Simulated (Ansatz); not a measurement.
# Formation energy and levels of the substitutional impurity Mg_Ga in GaN (F-43m), part 2 of 2

Aim: at which Fermi levels does Mg_Ga in GaN (F-43m) change its charge? The model is a cell of 54 host atoms with 1 Ga taken out and 1 Mg put in.

Ansatz; place-levels on r2SCAN runs: charge-transition levels and formation energies with image-charge correction and potential alignment at the atomic sites; PAW set soft_1.

So far: Starting point; The runs of each charge state.

### 3. Placing the levels, r2SCAN

A charged cell interacts with its images and the background, and its potential has another zero than the host's. place-levels removes the first by a point-charge model, screened by the static dielectric constant since the ions have relaxed around the charge, and the second by comparing potentials at atoms far from the defect.

The host is a run of the defect-free crystal in the same cutoffs, grids and k-points, so that basis and sampling errors cancel in part in the differences. The host is run in a cell of 2 atoms on a matching mesh. Its band edges are searched through the zone by a band path, so the gap is smaller than, or equal to, that on the mesh. Chemical potentials are energies per atom of Ga (alpha-Ga (Cmce)) and Mg (hcp), run with the same functional and cutoff.

Contents of levels.point.yaml:

```yaml
host:
  run: host.point.run
states: [qm1.point.run, q0_M1.point.run, qp1.point.run, qp1_M2.point.run]
geometry_from:
  qm1.point.run: qm1.relax.run
  q0_M1.point.run: q0_M1.relax.run
  qp1.point.run: qp1.relax_smeared.run
  qp1_M2.point.run: qp1_M2.relax.run
  host.point.run: host.relax.run
chemical_potentials:
  Ga:
    energy: -3790.270342
    dataset: <sha256 of the dataset>
  Mg:
    energy: -1926.407918
    dataset: "<sha256 of the dataset>"
epsilon: 6.0
static_epsilon: 10.56
vertical:
  - { from: qm1.point.run, to: qm1.point_neutral.run }
  - { from: qp1.point.run, to: qp1.point_neutral.run }
  - { from: qp1_M2.point.run, to: qp1_M2.point_neutral.run }
```

Command:

```console
> ansatz place-levels levels.point.yaml -- --threads 4 --pin off --max-ram 15073MiB
```

What it wrote:

```text
[... repeated set-up lines and file paths are left out, and long positions are rounded to six places ...]
(+1/0) 0.000 eV above the valence edge (-0.201 eV without the band-filling correction), 2.168 eV under the conduction edge
(0/-1) 0.154 eV above the valence edge, 2.014 eV under the conduction edge
formation energy of charge +1: +1.333 eV with the Fermi level at the valence edge
formation energy of charge 0: +1.333 eV with the Fermi level at the valence edge
formation energy of charge -1: +1.487 eV with the Fermi level at the valence edge
vertical -1 to 0: no energy, since no alignment is typed
  the change from vertical[0].from (qm1.point.run) to vertical[0].to (qm1.point_neutral.run): by its potential at epsilon 6 it stands at 0.425 0.758 0.757, with an rms radius of about 4.0 Å (2.3 2.3 2.3 Å across the planes of the cell's vectors); [...]
vertical +1 to 0: no energy, since no alignment is typed
  the change from vertical[1].from (qp1.point.run) to vertical[1].to (qp1.point_neutral.run): by its potential at epsilon 6 it stands at 0.459 0.793 0.795, with an rms radius of about 5.1 Å (2.9 2.9 2.9 Å across the planes of the cell's vectors); [...]
vertical +1 to 0: no energy, since no alignment is typed
  the change from vertical[2].from (qp1_M2.point.run) to vertical[2].to (qp1_M2.point_neutral.run): by its potential at epsilon 6 it stands at 0.437 0.772 0.772, with an rms radius of about 2.9 Å (1.7 1.7 1.7 Å across the planes of the cell's vectors); [...]
  edges by r2scan, gap 2.168 eV; the host is sampled to repeats of 19.08 Å
  the defect's cells are sampled to repeats of 19.08 Å, like sampling
  charge +1: -110906.2119 eV with its correction of -0.082 eV, at epsilon 10.56, aligned at sites: -0.3140 eV, mean over 19 atomic sites at or beyond 4.77 Å from the defect at [0.3333, 0.6667, 0.6667], with +0.000000 for the charge's moments and without [...]
  states[2] (qp1.point.run): levels filled in part (TS 0.010 eV): its energy is of no whole electron's
  charge 0: +0.000 eV for its dipole among its images, +0.000 omitted
  states[1] (q0_M1.point.run): levels filled in part (TS 0.005 eV): its energy is of no whole electron's
  charge -1: -110887.3600 eV with its correction of +0.307 eV, at epsilon 10.56, aligned at sites: -0.0755 eV, mean over 19 atomic sites at or beyond 4.77 Å from the defect at [0.3333, 0.6667, 0.6667], with +0.000000 for the charge's moments and without [...]
  charge +1: states[3] (qp1_M2.point.run) stands 0.068 eV higher, with a moment of 2.00 μB against 0.00
  of states[2] (qp1.point.run): it parts from the run at its places by a charge that spreads by about 2.9 Å along one vector (1.3 Å or more is wide), by its potential at epsilon 6, taken for that of held ions (one typed too small widens it), where the cell [...]
  of states[1] (q0_M1.point.run): its moments are held at its close (magnetization.spin_locking), by a field of 0.002 eV a Bohr magneton, and its energy and levels are of the state that this holds: a run that lets them go can end lower; [...]
  of states[0] (qm1.point.run): it parts from the run at its places by a charge that spreads by about 2.3 Å along one vector (1.3 Å or more is wide), by its potential at epsilon 6, taken for that of held ions (one typed too small widens it), where the cell [...]
  of states[3] (qp1_M2.point.run): it parts from the run at its places by a charge that spreads by about 1.7 Å along one vector (1.3 Å or more is wide), by its potential at epsilon 6, taken for that of held ions (one typed too small widens it), where the cell [...]
  of vertical[0].from (qm1.point.run): it parts from the run at its places by a charge that spreads by about 2.3 Å along one vector (1.3 Å or more is wide), by its potential at epsilon 6, taken for that of held ions (one typed too small widens it), where the [...]
  vertical[0].to (qm1.point_neutral.run): levels filled in part (TS 0.005 eV): its energy is of no whole electron's
  of vertical[0].to (qm1.point_neutral.run): its moments are held at its close (magnetization.spin_locking), by a field of 0.018 eV a Bohr magneton, and its energy and levels are of the state that this holds: a run that lets them go can end lower; [...]
  vertical[1].from (qp1.point.run): levels filled in part (TS 0.010 eV): its energy is of no whole electron's
  of vertical[1].from (qp1.point.run): it parts from the run at its places by a charge that spreads by about 2.9 Å along one vector (1.3 Å or more is wide), by its potential at epsilon 6, taken for that of held ions (one typed too small widens it), where the [...]
  vertical[1].to (qp1.point_neutral.run): levels filled in part (TS 0.005 eV): its energy is of no whole electron's
  of vertical[1].to (qp1.point_neutral.run): stability_check_not_made
  of vertical[2].from (qp1_M2.point.run): its moments are held at its close (magnetization.spin_locking), by a field of 0.025 eV a Bohr magneton, and its energy and levels are of the state that this holds: a run that lets them go can end lower; [...]
  vertical[2].to (qp1_M2.point_neutral.run): levels filled in part (TS 0.005 eV): its energy is of no whole electron's
  of vertical[2].to (qp1_M2.point_neutral.run): it set out from the moments of a save, which an earlier run chose (saved_moments_taken); stability_check_not_made
```

Wall time 0.45 s (4 threads of Arm Neoverse V1, shared host).

Levels between the charges placed, in eV above the valence top:

```tsv
	gap (eV)	(+1/0)	(0/−1)
r2SCAN	2.17	0.00	0.15
```

Corrections by state:

```tsv
charge	moment (μB)	image terms and alignment (eV)	band filling (eV)	ε used	over the lowest of its charge, as the program ranks them, band filling apart (eV)
+1	0.0	-0.082	-0.201	10.56	0.000
0	1.0	0.000	-	-	0.000
−1	0.0	0.307	-	10.56	0.000
+1	2.0	-0.056	-	10.56	0.068
```

The charged structures listed were also run neutral, and place-levels reads from each pair, by the potential or the spins, how wide the charge is by which they differ; that can be the carrier of either run.

```tsv
charge	rms radius (Å)	spread where it is widest against the cell (Å)	wide from (Å)	reading
+1	5.1	2.94	1.35	wide
−1	4.0	2.29	1.35	wide
```

The neutral runs of these pairs need not share the spin of the lowest neutral state, and very wide values only mean spread over the cell.

From the program's caveats on the states, each cut to its opening words:

- charge +1: it parts from the run at its places by a charge that spreads by about 2.9 Å along one vector (1.3 Å or more is wide), by its potential at epsilon 6, taken for [...]
- charge +1: a band-filling correction moves a carrier to the host's band edge, which changes its energy by -0.201 eV
- charge 0 (1 μB): its moments are held at its close (magnetization.spin_locking), by a field of 0.002 eV a Bohr magneton, and its energy and levels are of the state that this [...]
- charge 0 (1 μB), +1 (2 μB): flagged: stability check not made
- charge −1: it parts from the run at its places by a charge that spreads by about 2.3 Å along one vector (1.3 Å or more is wide), by its potential at epsilon 6, taken for [...]
- charge −1: its alignment with the host at atomic sites is doubtful: the mean over the far sites moves by +0.1306 eV from their farther parts to their nearer, more than [...]
- charge +1 (2 μB): it parts from the run at its places by a charge that spreads by about 1.7 Å along one vector (1.3 Å or more is wide), by its potential at epsilon 6, taken for [...]
- charge +1 (2 μB): its alignment with the host at atomic sites is doubtful: the mean over the far sites moves by -0.0880 eV from their farther parts to their nearer, more than [...]
- charge +1 (2 μB): its moments are held at its close (magnetization.spin_locking), by a field of 0.025 eV a Bohr magneton, and its energy and levels are of the state that this [...]

The host's formation energy from the elements is -0.646 eV per atom; it sets how far the chemical potentials can move.

Limit set by the element alone; other compounds of these elements are not counted. Chemical potentials from the elements' reference states: Ga 0.00 eV, N -1.29 eV, Mg 0.00 eV. Formation energies (Ga-rich), with the Fermi level at the valence top and at the conduction bottom (gap 2.17 eV):

```tsv
charge	at valence top (eV)	at conduction bottom (eV)	correction included (eV)
+1	1.33	3.50	-0.28
0	1.33	1.33	0.00
−1	1.49	-0.68	0.31
```

| Fermi level (eV) | lowest formation energy (eV) |
| --- | --- |
| 0.00 | 1.33 |
| 0.20 | 1.29 |
| 0.39 | 1.09 |
| 0.59 | 0.90 |
| 0.79 | 0.70 |
| 0.98 | 0.50 |
| 1.18 | 0.30 |
| 1.38 | 0.11 |
| 1.58 | -0.09 |
| 1.77 | -0.29 |
| 1.97 | -0.48 |
| 2.17 | -0.68 |

Limit set by the element alone; other compounds of these elements are not counted. Chemical potentials from the elements' reference states: N 0.00 eV, Ga -1.29 eV, Mg 0.00 eV. Formation energies (N-rich), with the Fermi level at the valence top and at the conduction bottom (gap 2.17 eV):

```tsv
charge	at valence top (eV)	at conduction bottom (eV)	correction included (eV)
+1	0.04	2.21	-0.28
0	0.04	0.04	0.00
−1	0.20	-1.97	0.31
```

(Fermi level (eV), lowest formation energy (eV)): (0.00, 0.04), (0.20, 0.00), (0.39, -0.20), (0.59, -0.40), (0.79, -0.59), (0.98, -0.79), (1.18, -0.99), (1.38, -1.19), (1.58, -1.38), (1.77, -1.58), (1.97, -1.78), (2.17, -1.97)

### 4. Summary of results

```
gap of the host                                                          : 2.17 eV (r2SCAN)
level (plus 1/0)                                                         : 0.00 eV above the valence top (-0.20 eV above the valence top without the band-filling term)
level (0/minus 1)                                                        : 0.15 eV above the valence top
lowest of the charges placed, just above the valence top (0.02 eV)       : 0
lowest of the charges placed, just below the conduction bottom (0.02 eV) : −1
lowest formation energy at mid-gap of the charges run, Ga-rich           : 0.40 eV
lowest formation energy at mid-gap of the charges run, N-rich            : -0.89 eV
```

Of the charges placed (−1, 0 and +1), the lowest changes at 0.15 eV (0/−1) above the valence top, in a gap of 2.17 eV. (0/−1) lies nearer to a band edge than the share of the finite-size correction in it (0.31 eV), and that correction holds for a localised charge alone. Charges below −1 were not placed, so these runs say nothing of levels that involve them. States placed: +1 at 0 μB and 2 μB; 0 at 1 μB; −1 at 0 μB. Other spin states or structures, where not listed, weren't placed. The program finds carriers beyond a band edge of the host and adds a band-filling term at charge +1 (-0.20 eV); steps to such a charge show no bound level, and a defect level inside a band would be read the same way. The single point of charge 0 ended up to 0.04 eV away from the relaxation's own energy, in another electronic state for which the structure isn't relaxed; levels and gains that use it carry that error. Mg is taken at its element; compounds, which aren't counted here, bound the chemical potentials and would shift these formation energies. The program doubts the alignment of potentials for at least one state, a sign that the cell is small. What this leaves open: r2SCAN makes the gap too small and tends to spread out bound carriers; where a gas molecule sets a chemical potential or the host's formation energy, its binding is uncorrected.

[Logs are printed without paths, hosts, clocks, repeated set-up lines and the standing remarks that a program may print on its own settings, such as how far it seeks lower states.]

[Hosts, paths, dates, database ids (printed as entryN), source tags and the programs' standing remarks are cut or masked in the printed files.]

[Where a table of states has a column of steps, it counts the stored structures, which are thinned; the runs took as many ionic steps or more.]

[A defect's name tells the site on which it was built; relaxed atoms can leave that site.]

[For some hosts the program warned that the k-mesh of the response run may be too coarse for force constants and the static dielectric constant; such warnings are not shown here.]
